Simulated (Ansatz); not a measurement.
# Al5Pd3 (Pd on 38 % of the Al sites, one arrangement): core-level shifts, part 3 of 3

What do XPS lines of Al5Pd3 (Pd on 38 % of the Al sites, one arrangement) look like, site by site? Spin–orbit coupling is left out of the bands throughout.

Ansatz 0.2.0; DFT, r2SCAN, plane-wave PAW, default files, scalar-relativistic.

So far. Step 3 (Valence states): The largest force component on a free atom is 0.048 eV/Å, a little over the usual target of 0.03 eV/Å. At the Fermi level the DOS is 4.92 states/eV a cell, and on the broadened curves Al 3p holds 53 % of the total there.

### 4. Core holes

XPS shifts tell sites apart. Each chosen atom gets a core hole in a self-consistent pass of its own.

Contents of input.yaml:

```yaml
crystal:
  lattice:
    - [-3.9290127234, 3.7856914252, 3.9318312134]
    - [3.8565483198, -3.7590650862, 3.8327404708]
    - [4.0966849222, 3.926737285, -3.9052048744]
  atoms:
    - { symbol: Al_h, position: [0.0024232794, 0.2280726812, 0.7527871395] }
    - { symbol: Al, position: [0.005035207, 0.5141265742, 0.5087360705] }
    - { symbol: Al, position: [-0.0330329292, 0.7509914023, 0.2452653419] }
    - { symbol: Pd, position: [0.2410741495, -0.0082230646, 0.7179108497] }
    - { symbol: Pd, position: [0.034368998, 0.0168063857, 0.0327879747] }
    - { symbol: Al, position: [0.2553166651, 0.2533847298, 0.5085033107] }
    - { symbol: Al, position: [0.2512891926, 0.506754293, 0.2480999747] }
    - { symbol: Pd_h, position: [0.4804552574, 0.7255619421, 0.7254059593] }
    - { symbol: Al_h, position: [0.2752031809, 0.7585664716, -0.0085914588] }
    - { symbol: Al, position: [0.508566193, -0.0016830521, 0.5059427302] }
    - { symbol: Al, position: [0.5000220016, 0.2565852731, 0.2458154672] }
    - { symbol: Al, position: [0.7553984698, 0.5234157737, 0.7620916553] }
    - { symbol: Pd_h, position: [0.4944080797, 0.4883517942, -0.0021088346] }
    - { symbol: Pd, position: [0.7371533394, 0.727229874, 0.4909644033] }
    - { symbol: Pd_h, position: [0.7584191177, 0.0397959121, 0.2773073918] }
    - { symbol: Al_h, position: [0.733899798, 0.2202630098, -0.0109179753] }
kpoints:
  mp_grid: { grid: [6, 6, 6] }
scf:
  occupations: { method: fermi_dirac, width: 0.08 }
  n_extra_bands: 16
hamiltonian:
  xc: r2scan
  pseudopotentials: { kind: paw }
output:
  forces: true
  core_levels:
    shells: { Al_h: "2p", Pd_h: "3d" }
    counted_from: fermi_level
    add_spin: false
```

Launch:

```console
ansatz run input.yaml --threads 4 --pin off --max-ram 14336MiB --backend cpu --events-out ev --progress --plain --runs-dir out
```

Numbers of over 12 decimals in the logs are rounded to 6 here.

The program printed:

```text
[...]
Crystal: 16 atoms, lattice volume = 238.002 Å³
Basis set: ecut = 500 eV, 6043 PW (Γ), exchange–correlation on 200×200×216 points (64 copies of the dense FFT grid, shifted against one another)
Bands: 85, of which v1, the nominal top of the filled ones, is band 69 counted from 1 (68 counted from 0)
Symmetry: 1 space group operations
[...]
k-points: 112 of 216 (time reversal used)
[...]
SCF iter   1: F=—  HF=-47327.769884 eV  |F-HF|=—  |Δ(HF+E_count)|=         —  Δρ=1.05e-2  dr2=3.05e-1  dr2_τ=1.16e-1  ethr=1.77e-3  ⟨swp⟩=6.2  Hψ=38541  notcnv=0  defer=313
[...]
SCF iter   9: F=-47327.914415 eV  HF=-47327.914415 eV  |F-HF|=1.46e-9  |Δ(HF+E_count)|=   2.71e-8  Δρ=4.60e-6  dr2=5.43e-8  dr2_τ=3.28e-9  ethr=7.25e-11  ⟨swp⟩=9.3  Hψ=43666  notcnv=0
SCF 1 converged in 9 iterations: F = -47327.914415 eV  dr2 = 5.43e-8
[...]
── core hole 1/6: 2p of Al_h 0 ──
── 2p of Al_h 0: 74.647 eV over the cell without the hole, in 12 iterations ──
── core hole 2/6: 3d of Pd_h 7 ──
── 3d of Pd_h 7: 339.186 eV over the cell without the hole, in 12 iterations ──
── core hole 3/6: 2p of Al_h 8 ──
── 2p of Al_h 8: 74.616 eV over the cell without the hole, in 13 iterations ──
── core hole 4/6: 3d of Pd_h 12 ──
── 3d of Pd_h 12: 339.111 eV over the cell without the hole, in 12 iterations ──
── core hole 5/6: 3d of Pd_h 14 ──
── 3d of Pd_h 14: 339.407 eV over the cell without the hole, in 12 iterations ──
── core hole 6/6: 2p of Al_h 15 ──
── 2p of Al_h 15: 74.616 eV over the cell without the hole, in 12 iterations ──
SCF converged after 9 iterations
Free energy (F): -47327.914415 eV
[...]
Internal energy: -47327.811787 eV  (E = F + TS)
E sigma→0 (E₀):  -47327.863101 eV
Entropy (-TS):   -0.102628 eV (-6.414 meV/atom)
Fermi energy:    13.278137 eV
[...]
--- Forces (eV/Å), atoms counted from 1 ---
  atom   1  Al_h     0.00567707     0.02098914    -0.00244566
  atom   2  Al      -0.00227565     0.00365693     0.00575273
  atom   3  Al      -0.00058377    -0.01365373    -0.00939181
  atom   4  Pd      -0.00867615    -0.00136795     0.00808589
  atom   5  Pd      -0.00497885    -0.03220490    -0.02149567
  atom   6  Al      -0.00147471    -0.00854777    -0.02246731
  atom   7  Al      -0.01471555    -0.01031527     0.01794523
  atom   8  Pd_h    -0.00288041     0.02367757    -0.00779535
  atom   9  Al_h     0.00649435     0.00581625     0.02335849
  atom  10  Al      -0.01474433     0.00200159    -0.01726671
  atom  11  Al      -0.03224040    -0.04795003     0.01590234
  atom  12  Al       0.02905942     0.02740364     0.02121685
  atom  13  Pd_h     0.02270048    -0.00685775     0.02750348
  atom  14  Pd       0.00995250     0.00835154    -0.01141286
  atom  15  Pd_h    -0.00717644     0.02537026    -0.00730447
  atom  16  Al_h     0.01589290     0.00364330    -0.02013198
  max |Σ_I F_I| component: 5.32e-5 eV/Å
--- Band table (eV; the first three rows and the last of 112) ---
  k-point 0: bands = [... 65 lower, 11.6393, 11.6933, 11.8657, 12.0564, 12.2424, 15.6005, 15.7409, 15.9690, ... 12 higher]
  k-point 1: bands = [... 65 lower, 11.5534, 11.6703, 11.9026, 12.3072, 12.5474, 14.6650, 15.2856, 15.7343, ... 12 higher]
  k-point 2: bands = [... 65 lower, 11.6418, 11.8876, 12.0062, 13.0544, 13.1763, 13.4935, 13.7369, 14.9790, ... 12 higher]
  k-point 111: bands = [... 65 lower, 13.0341, 13.1440, 13.7244, 14.2394, 14.4277, 14.5806, 14.8520, 15.2172, ... 12 higher]
--- Core levels from the Fermi level (as output.core_levels.counted_from types it; a hole's nearest image at 6.6 Å) ---
  the holes have no spin, as output.core_levels.add_spin types it
  atom         alike  shell      binding/eV   shift/eV difference/eV images/eV   SCF
  Al_h 0           1     2p          74.647     +0.000        74.647         –    12
  Pd_h 7           1     3d         339.186     +0.000       339.186         –    12
  Al_h 8           1     2p          74.616     -0.031        74.616         –    13
  Pd_h 12          1     3d         339.111     -0.076       339.111         –    12
  Pd_h 14          1     3d         339.407     +0.220       339.407         –    12
  Al_h 15          1     2p          74.616     -0.031        74.616         –    12
  the dataset of Al_h with a 2p hole: scattering error 0.001 eV (0.004 eV in the local channel); free atom: scalar-relativistic, large and small components
  the two lines of Al_h's 2p: 2p1/2 +0.276 eV and 2p3/2 -0.138 eV off its levels, 1 : 2 in strength
  the dataset of Pd_h with a 3d hole: scattering error 0.005 eV; free atom: scalar-relativistic, large and small components
  the two lines of Pd_h's 3d: 3d3/2 +3.207 eV and 3d5/2 -2.138 eV off its levels, 2 : 3 in strength
```

Elapsed: 8.1 min, on 4 threads of Intel Xeon 6975P-C (Granite Rapids), shared host; peak memory 2.6 GiB.

Each level is the free energy with the hole less that without it. The electron goes to the Fermi level, so the difference is a binding energy from E_F. The hole's nearest image is 6.6 Å away, and the holes carry no spin, so absolute levels are rough.

| atom | region | shell | level (eV) | shift (eV) | j lines (eV) | doubts |
| --- | --- | --- | --- | --- | --- | --- |
| Al1 | - | 2p | 74.65 | +0.03 | 74.92 / 74.51 | - |
| Pd8 | - | 3d | 339.19 | -0.22 | 342.39 / 337.05 | - |
| Al9 | - | 2p | 74.62 | -0.00 | 74.89 / 74.48 | - |
| Pd13 | - | 3d | 339.11 | -0.30 | 342.32 / 336.97 | - |
| Pd15 | - | 3d | 339.41 | +0.00 | 342.61 / 337.27 | - |
| Al16 | - | 2p | 74.62 | +0.00 | 74.89 / 74.48 | - |

Levels of p, d and f shells are means over their two j lines, weighted by degeneracy; the splitting comes from the atom's own solve. Shifts count from the last listed atom of each element.

The Al 2p lines of the listed atoms alone (other atoms of the cell aren't counted), as Gaussians 0.8 eV wide, no depth weighting. The intensity by Al 2p level; read off at these points:

| Al 2p level (eV) | intensity (%) |
| --- | --- |
| 73.0 | 0.00542 |
| 73.1 | 0.0188 |
| 73.2 | 0.0599 |
| 73.3 | 0.175 |
| 73.4 | 0.468 |
| 73.5 | 1.15 |
| 73.6 | 2.60 |
| 73.7 | 5.38 |
| 73.8 | 10.3 |
| 73.9 | 18.0 |
| 74.0 | 28.9 |
| 74.1 | 43.0 |
| 74.2 | 59.0 |
| 74.3 | 74.9 |
| 74.4 | 88.4 |
| 74.5 | 97.1 |
| 74.6 | 100.0 |
| 74.7 | 96.7 |
| 74.8 | 88.4 |
| 74.9 | 76.4 |
| 75.0 | 62.5 |
| 75.1 | 48.4 |
| 75.2 | 35.3 |
| 75.3 | 24.2 |
| 75.4 | 15.5 |
| 75.5 | 9.26 |
| 75.6 | 5.13 |
| 75.7 | 2.63 |
| 75.8 | 1.25 |
| 75.9 | 0.543 |
| 76.0 | 0.218 |
| 76.1 | 0.0804 |
| 76.2 | 0.0273 |
| 76.3 | 0.00848 |

The Pd 3d lines of the listed atoms alone (other atoms of the cell aren't counted), as Gaussians 0.5 eV wide, no depth weighting. Intensity against Pd 3d level; read off at these points:

Pd 3d level (eV), intensity (%) and a bar:
```
  336.000          0 
  336.250          0 
  336.500          5 #
  336.750         39 ############
  337.000         95 ############################
  337.064        100 ##############################
  337.250         81 ########################
  337.500         28 ########
  337.750          3 #
  338.000          0 
  338.250          0 
  338.500          0 
  338.750          0 
  339.000          0 
  339.250          0 
  339.500          0 
  339.750          0 
  340.000          0 
  340.250          0 
  340.500          0 
  340.750          0 
  341.000          0 
  341.250          0 
  341.500          0 
  341.750          1 
  342.000         14 ####
  342.250         52 ################
  342.414         67 ####################
  342.500         64 ###################
  342.750         31 #########
  343.000          6 ##
  343.250          0 
  343.500          0
```

### 5. Summary of results

| Item | Value |
| --- | --- |
| spread of the Al level over the listed sites | 0.03 eV |
| spread of the Pd level over the listed sites | 0.30 eV |
| strongest listed peak within 13 eV of the zero, at 1486.7 eV | 4.3 eV binding, mostly Pd 4d |
| strongest listed peak within 13 eV of the zero, at 21.2 eV | 4.3 eV binding, mostly Pd 4d |
| Pd 4d centre of the filled part | -3.93 eV (9.4 states an atom) |

Over the listed sites the core levels spread as follows: Al 0.03 eV and Pd 0.30 eV. Among the sites run, the most bound Pd 3d level is that of Pd15, bonded to 8 Al and 4 Pd; the least bound, 0.30 eV shallower, that of Pd13, bonded to 8 Al and 4 Pd. At 21.2 eV the valence spectrum has its highest listed peaks within 10.8 eV at 2.5 eV (Pd 4d), 3.7 eV (Pd 4d) and 4.3 eV (Pd 4d). At 1486.7 eV the valence spectrum has its highest listed peaks within 12.7 eV at 2.5 eV (Pd 4d), 3.7 eV (Pd 4d) and 4.3 eV (Pd 4d). The shell named is the one with most of the intensity, cross sections included, not always the one with most states there. In the main run, from 1486.7 eV towards hard X-rays the Al 3s share grows by 10 points, as its cross section falls more slowly with photon energy than those of the shells it gains on. Spin–orbit coupling is left out, which matters for the heavy atoms here. Shifts mix charge transfer, volume and screening, so their sign doesn't give the direction of charge flow by itself.

[Logs are printed without paths, hosts, clocks, repeated set-up lines and the standing remarks that a program may print on its own settings, such as how far it seeks lower states.]

[Hosts, paths, dates, database ids (printed as entryN), source tags and the programs' standing remarks are cut or masked in the printed files.]

[Maps of the electrostatic potential energy from Ansatz leave out the sawtooth potential of an applied field or a dipole correction, so their vacuum need not be flat; work functions include it.]
